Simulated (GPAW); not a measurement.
# A 7-layer slab of Hf(0001) in an electric field, part 2 of 2

Aim: the dipole that a field along the normal induces in a 7-layer slab of Hf(0001).

GPAW 26.7.0; GPAW, PAW setups; slab in vacuum, relaxation (the session's first sound run).

So far, upper work function (eV): step 2 (relaxation) 4.33; step 3 (the slab's potential) 4.33.

## (6) In a field

File run.py:

```python
import json
import numpy as np
from ase import Atoms
from gpaw import GPAW, PW
from gpaw.external import ConstantElectricField

slab = Atoms(
    ['Hf', 'Hf', 'Hf', 'Hf', 'Hf', 'Hf', 'Hf'],
    positions=[
        [0.00000, 0.00000, 8.00000],
        [3.20000, 1.84752, 10.53120],
        [0.00000, 0.00000, 13.06240],
        [3.20000, 1.84752, 15.60497],
        [-0.00000, -0.00000, 18.11827],
        [3.20000, 1.84752, 20.73775],
        [-0.00000, -0.00000, 23.11687]],
    cell=[[3.2, 0.0, 0.0], [1.6, 2.77128, 0.0], [0.0, 0.0, 31.1872]],
    pbc=[True, True, False])

slab.calc = GPAW(mode=PW(400), xc='PBE', kpts={'size': (11, 11, 1), 'gamma': True},
                 occupations={'name': 'fermi-dirac', 'width': 0.1}, nbands='160%',
                 convergence={'density': 1e-05}, maxiter=200,
                 poissonsolver={'dipolelayer': 'xy'},
                 external=ConstantElectricField(-0.05, [0, 0, 1]),
                 symmetry={'tolerance': 1e-3}, txt='slab.txt')
result = {}
energy = slab.get_potential_energy()
fermi = slab.calc.get_fermi_level()
v = slab.calc.get_electrostatic_potential().mean((0, 1)) - fermi
n = slab.calc.get_pseudo_density().mean((0, 1))
L = slab.cell[2, 2]
z = np.arange(len(v)) * L / len(v)
low, high = slab.positions[:, 2].min(), slab.positions[:, 2].max()
below, above = np.interp([low - 5.8, high + 5.8], z, v)
slopes = [np.interp(x, z, np.gradient(v, z)) for x in (low - 5.8, high + 5.8)]
eps = np.array([[slab.calc.get_eigenvalues(k, s) for k in range(len(slab.calc.get_ibz_k_points()))]
                for s in range(slab.calc.get_number_of_spins())]) - fermi
top, bottom = eps[eps < 0].max(), eps[eps > 0].min()
dipole = slab.get_dipole_moment()[2]
print(f'energy {energy:.4f} eV, Fermi level {fermi:.4f} eV, dipole {dipole:.5f} e A')
print(f'potential 5.8 A off the faces, from the Fermi level: lower {below:.4f} eV, upper {above:.4f} eV')
print(f'slope of the potential there: lower {slopes[0]:.5f}, upper {slopes[1]:.5f} eV/A')
print(f'nearest levels on the mesh: {top:.4f} and {bottom:.4f} eV')
print('magnetic moment', round(slab.get_magnetic_moment(), 3))
result.update(energy=energy, fermi=fermi, dipole=dipole, below=below, above=above, slopes=slopes, edges=[top, bottom],
              z=z.tolist(), v=v.tolist(), n=n.tolist(), positions=slab.positions.tolist(),
              forces=slab.get_forces(apply_constraint=False).tolist(), moments=slab.get_magnetic_moments().tolist())
json.dump(result, open('result.json', 'w'))
```

Started as:

```bash
> OMP_NUM_THREADS=1 OPENBLAS_NUM_THREADS=1 python run.py
```

The program printed:

```text
energy -50.6133 eV, Fermi level 3.8461 eV, dipole -0.04721 e A
potential 5.8 A off the faces, from the Fermi level: lower 3.8660 eV, upper 4.8291 eV
slope of the potential there: lower -0.00024, upper 0.00034 eV/A
nearest levels on the mesh: -0.0107 and 0.0198 eV
magnetic moment 0.0
```

Run time: 10 min. Hardware: 1 thread of Intel Xeon Platinum 8488C (Sapphire Rapids), shared host; peak memory 0.66 GiB.

The electrostatic potential energy of an electron (without an applied field's), less the Fermi level, planar mean oscillates, so the rows of the table below give means over windows of 2.49 Å about each position, cut where the curve ends. Its maxima inside the range that stand out by 2 % of the span (Å: eV): 9.3: -0.757, 11.8: -0.845, 14.3: -0.719, 16.9: -0.739, 19.4: -0.0195, 21.9: -1.15. Its minima: 8.0: -23.2, 10.5: -22.9, 13.1: -22.6, 15.6: -22.7, 18.1: -22.4, 20.7: -22.2, 23.2: -22.2.

Electrostatic potential energy of an electron (without an applied field's), less the Fermi level, planar mean against z; means over each step:

z (Å), electrostatic potential energy of an electron (without an applied field's), less the Fermi level, planar mean (eV) and a bar from the least value:
```
     1.25        3.9 ############################
     3.74        3.9 ############################
     6.23        0.7 ######################
     8.71      -10.2 
    11.21      -10.1 
    13.70      -10.0 
    16.19      -10.0 
    18.68       -9.5 #
    21.17      -10.0 
    23.66       -8.7 ###
    26.15        4.6 ##############################
    28.64        4.8 ##############################
```

## (7) Field on

run.py, as its differences from that of step 6:

```diff
@@ -23,3 +23,3 @@
                  poissonsolver={'dipolelayer': 'xy'},
-                 external=ConstantElectricField(-0.05, [0, 0, 1]),
+                 external=ConstantElectricField(0.05, [0, 0, 1]),
                  symmetry={'tolerance': 1e-3}, txt='slab.txt')
```

The program printed:

```text
energy -50.6135 eV, Fermi level 3.8438 eV, dipole 0.05019 e A
potential 5.8 A off the faces, from the Fermi level: lower 4.8654 eV, upper 3.8414 eV
slope of the potential there: lower -0.00034, upper 0.00024 eV/A
nearest levels on the mesh: -0.0107 and 0.0200 eV
magnetic moment 0.0
```

Elapsed: 12 min, on 1 thread; peak memory 0.67 GiB.

The electrostatic potential energy of an electron (without an applied field's), less the Fermi level, planar mean oscillates, so the rows of the table below give means over windows of 2.49 Å about each position, cut where the curve ends. Its maxima inside the range that stand out by 2 % of the span (Å: eV): 9.3: -0.128, 11.8: -0.467, 14.3: -0.589, 16.9: -0.869, 19.4: -0.398, 21.9: -1.78. Its minima: 8.0: -22.5, 10.5: -22.3, 13.1: -22.4, 15.6: -22.7, 18.1: -22.7, 20.7: -22.7, 23.2: -23.0.

The electrostatic potential energy of an electron (without an applied field's), less the Fermi level, planar mean by z; means over each step:

z (Å), electrostatic potential energy of an electron (without an applied field's), less the Fermi level, planar mean (eV) and a bar from the least value:
```
     1.25        4.8 ##############################
     3.74        4.8 ##############################
     6.23        1.7 ########################
     8.71       -9.5 ##
    11.21       -9.7 ##
    13.70       -9.8 ##
    16.19      -10.1 #
    18.68       -9.8 #
    21.17      -10.6 
    23.66       -9.5 ##
    26.15        3.6 ############################
    28.64        3.8 ############################
```

## (8) In a field

run.py, as its differences from that of step 7:

```diff
@@ -23,3 +23,3 @@
                  poissonsolver={'dipolelayer': 'xy'},
-                 external=ConstantElectricField(0.05, [0, 0, 1]),
+                 external=ConstantElectricField(0.1, [0, 0, 1]),
                  symmetry={'tolerance': 1e-3}, txt='slab.txt')
```

The program printed:

```text
energy -50.6173 eV, Fermi level 3.8422 eV, dipole 0.09888 e A
potential 5.8 A off the faces, from the Fermi level: lower 5.3665 eV, upper 3.3489 eV
slope of the potential there: lower -0.00040, upper 0.00021 eV/A
nearest levels on the mesh: -0.0106 and 0.0201 eV
magnetic moment 0.0
```

The job ended after 11 min (1 thread; peak memory 0.68 GiB).

The electrostatic potential energy of an electron (without an applied field's), less the Fermi level, planar mean oscillates, so the rows of the table below give means over windows of 2.49 Å about each position, cut where the curve ends. Its maxima inside the range that stand out by 2 % of the span (Å: eV): 1.2: 5.37, 9.3: 0.186, 11.8: -0.277, 14.3: -0.524, 16.9: -0.934, 19.4: -0.588, 21.9: -2.10. Its minima: 8.0: -22.1, 10.5: -22.1, 13.1: -22.3, 15.6: -22.7, 18.1: -22.8, 20.7: -23.0, 23.2: -23.4.

Table of electrostatic potential energy of an electron (without an applied field's), less the Fermi level, planar mean by z; means over each step:

z (Å), electrostatic potential energy of an electron (without an applied field's), less the Fermi level, planar mean (eV) and a bar from the least value:
```
     1.25        5.3 ##############################
     3.74        5.3 ##############################
     6.23        2.1 ########################
     8.71       -9.2 ###
    11.21       -9.5 ###
    13.70       -9.7 ##
    16.19      -10.1 #
    18.68      -10.0 ##
    21.17      -10.9 
    23.66       -9.9 ##
    26.15        3.1 ##########################
    28.64        3.3 ##########################
```

The dipole is now 0.0989 e Å, against 5.8e-4 in the run without a field.

## (9) In a field

run.py, as its differences from that of step 8:

```diff
@@ -23,3 +23,3 @@
                  poissonsolver={'dipolelayer': 'xy'},
-                 external=ConstantElectricField(0.1, [0, 0, 1]),
+                 external=ConstantElectricField(0.2, [0, 0, 1]),
                  symmetry={'tolerance': 1e-3}, txt='slab.txt')
```

The program printed:

```text
energy -50.6322 eV, Fermi level 3.8380 eV, dipole 0.19630 e A
potential 5.8 A off the faces, from the Fermi level: lower 6.3718 eV, upper 2.3665 eV
slope of the potential there: lower -0.00056, upper 0.00015 eV/A
nearest levels on the mesh: -0.0106 and 0.0203 eV
magnetic moment 0.0
```

It took 11 min on 1 thread; peak memory 0.68 GiB.

The electrostatic potential energy of an electron (without an applied field's), less the Fermi level, planar mean oscillates, so the rows of the table below give means over windows of 2.49 Å about each position, cut where the curve ends. Its maxima inside the range that stand out by 2 % of the span (Å: eV): 1.3: 6.37, 9.3: 0.815, 11.8: 0.101, 14.3: -0.394, 16.9: -1.06, 19.4: -0.966, 21.9: -2.72. Its minima: 8.0: -21.3, 10.5: -21.6, 13.1: -22.0, 15.6: -22.7, 18.1: -23.0, 20.7: -23.5, 23.2: -24.1.

Electrostatic potential energy of an electron (without an applied field's), less the Fermi level, planar mean against z; means over each step:

```
z (Å)  electrostatic potential energy of an electron (without an applied field's), less the Fermi level, planar mean (eV)
 1.25                                                                                                                6.22
 3.74                                                                                                                6.35
 6.23                                                                                                                3.06
 8.71                                                                                                               -8.48
11.21                                                                                                               -9.02
13.70                                                                                                               -9.50
16.19                                                                                                               -10.1
18.68                                                                                                               -10.3
21.17                                                                                                               -11.4
23.66                                                                                                               -10.7
26.15                                                                                                                2.16
28.64                                                                                                                2.37
```

The dipole is now 0.196 e Å, against 5.8e-4 in the run without a field.

## (10) Field on

run.py, as its differences from that of step 9:

```diff
@@ -23,3 +23,3 @@
                  poissonsolver={'dipolelayer': 'xy'},
-                 external=ConstantElectricField(0.2, [0, 0, 1]),
+                 external=ConstantElectricField(0.3, [0, 0, 1]),
                  symmetry={'tolerance': 1e-3}, txt='slab.txt')
```

The program printed:

```text
energy -50.6568 eV, Fermi level 3.8325 eV, dipole 0.29374 e A
potential 5.8 A off the faces, from the Fermi level: lower 7.3811 eV, upper 1.3877 eV
slope of the potential there: lower -0.00080, upper 0.00011 eV/A
nearest levels on the mesh: -0.0105 and 0.0204 eV
magnetic moment 0.0
```

Wall time 11 min (1 thread); peak memory 0.67 GiB.

The dipole is now 0.294 e Å, against 5.8e-4 in the run without a field.

## (11) The series

The members are put on one axis.

This step: induced dipole against applied field (GPAW 26.7.0).

The dipole along the normal by field:

```
field (V/Å)  dipole along the normal (e·Å)
     -0.200                         -0.193
     -0.100                        -0.0959
     -0.050                        -0.0472
      0.000                         5.8e-4
      0.050                         0.0502
      0.100                         0.0989
      0.200                          0.196
      0.300                          0.294
```

## (12) What came out

```
work function, upper and lower face            : 4.335 and 4.365 eV
dipole along the normal                        : 5.8e-4 e Å, near the numerical noise
induced dipole per field                       : 0.974 e Å per V/Å
out-of-plane polarisability per area, α/(ε0 A) : 19.9 Å
```

In words: The field induces 0.974 e Å per V/Å, a polarisable thickness α/(ε0 A) of 19.9 Å beside 15.1 Å between the outermost nuclei. A perfect conductor would give the distance between its two image planes; a dielectric of thickness t gives t(1 - 1/ε). The measured value for polycrystalline Hf, which weights the faces of low work function, is 3.9 eV (as compiled in "Anisotropic work function of elemental crystals", 2019, arxiv:1902.07811); the relaxed upper face lies 0.43 eV over it with PBE. Measured work functions scatter by a tenth of an eV or more between methods. The induced dipole is linear in the field over this range. The small printed dipole stands for a step of -12 meV from the lower to the upper face, and the probes find -30 meV; values this small are near the numerical noise of both. The in-plane lattice was kept as typed, which isn't the functional's own and leaves some strain; spin-orbit coupling and temperature are left out.

[Logs are printed without paths, hosts, clocks, repeated set-up lines and the standing remarks that a program may print on its own settings, such as how far it seeks lower states.]

[Hosts, paths, dates, database ids (printed as entryN), source tags and the programs' standing remarks are cut or masked in the printed files.]
